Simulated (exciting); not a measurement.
Consider SiO2, space group P3_221.

```cif
data_structure
_symmetry_space_group_name_H-M 'P 1'
_symmetry_Int_Tables_number 1
_cell_length_a 4.9164
_cell_length_b 4.9164
_cell_length_c 5.4084
_cell_angle_alpha 90.000
_cell_angle_beta 90.000
_cell_angle_gamma 120.000
_cell_volume 113.21
loop_
_atom_site_label
_atom_site_type_symbol
_atom_site_fract_x
_atom_site_fract_y
_atom_site_fract_z
_atom_site_occupancy
Si1 Si 0.53027 0.53027 0.00000 1
Si2 Si 0.00000 0.46973 0.33333 1
Si3 Si 0.46973 0.00000 0.66667 1
O4 O 0.58646 0.85404 0.88109 1
O5 O 0.14596 0.73242 0.54775 1
O6 O 0.26758 0.41354 0.21442 1
O7 O 0.85404 0.58646 0.11891 1
O8 O 0.73242 0.14596 0.45225 1
O9 O 0.41354 0.26758 0.78558 1
```

Absorber: atom 1, with 4 O at 1.61 Å (tetrahedral, site symmetry 2). Method: exciting, all-electron LAPW+lo, PBEsol, exchange and screened direct term (singlet BSE), 3×3×2 shifted k points, 38 conduction bands, |G+q| up to 3 bohr⁻¹ (2.5 in the exchange term), full RPA screening with nempty = 70, Lorentzian half width 0.45 eV.

Question: Predict the Si L₂,₃ near-edge structure at this level.

Bound core exciton? Yes on this mesh: the first bright state (over 5 % of the brightest) lies at -1.94 eV from the Kohn–Sham onset and at -2.69 eV from the lowest bare transition of its own mesh. Maxima (height): -1.9 eV (0.97), -0.5 eV (1.00), 6.1 eV (0.85), 13.6 eV (0.36) and 15.6 eV (0.36).

Energy from the Kohn–Sham onset, core level to the lowest empty state found on the meshes used; Im ε in relative units:

| E (eV) | Im ε |
| --- | --- |
| -6.5 | 0.02 |
| -6.0 | 0.03 |
| -5.5 | 0.03 |
| -5.0 | 0.04 |
| -4.5 | 0.05 |
| -4.0 | 0.07 |
| -3.5 | 0.11 |
| -3.0 | 0.18 |
| -2.5 | 0.39 |
| -2.0 | 0.90 |
| -1.5 | 0.89 |
| -1.0 | 0.84 |
| -0.5 | 1.00 |
| 0.0 | 0.91 |
| 0.5 | 0.67 |
| 1.0 | 0.48 |
| 1.5 | 0.38 |
| 2.0 | 0.39 |
| 2.5 | 0.43 |
| 3.0 | 0.45 |
| 3.5 | 0.46 |
| 4.0 | 0.49 |
| 4.5 | 0.52 |
| 5.0 | 0.60 |
| 5.5 | 0.75 |
| 6.0 | 0.84 |
| 6.5 | 0.78 |
| 7.0 | 0.62 |
| 7.5 | 0.51 |
| 8.0 | 0.44 |
| 8.5 | 0.40 |
| 9.0 | 0.38 |
| 9.5 | 0.39 |
| 10.0 | 0.38 |
| 10.5 | 0.35 |
| 11.0 | 0.34 |
| 11.5 | 0.32 |
| 12.0 | 0.31 |
| 12.5 | 0.31 |
| 13.0 | 0.34 |
| 13.5 | 0.36 |
| 14.0 | 0.35 |
| 14.5 | 0.33 |
| 15.0 | 0.34 |
| 15.5 | 0.36 |
| 16.0 | 0.36 |
| 16.5 | 0.33 |
| 17.0 | 0.31 |

A mesh of 18 points doesn't converge binding energies, and fine structure above the first lines is partly noise of the mesh. Exchange and the short-range direct term aren't converged in the kernel cutoff. The zero comes from the unshifted 3×3×3 ground-state mesh; it is exact only where the band minimum lies on that mesh. The conduction states carry no spin here, so the exchange coupling to the spinor core hole is only partly held. The structure is a published determination, not relaxed.

[Banner, clock and machine lines of the logs are left out without a mark of their own.]

[Logs are printed without paths, hosts, clocks, repeated set-up lines and the standing remarks that a program may print on its own settings, such as how far it seeks lower states.]

[Hosts, paths, dates, database ids (printed as entryN), source tags and the programs' standing remarks are cut or masked in the printed files.]
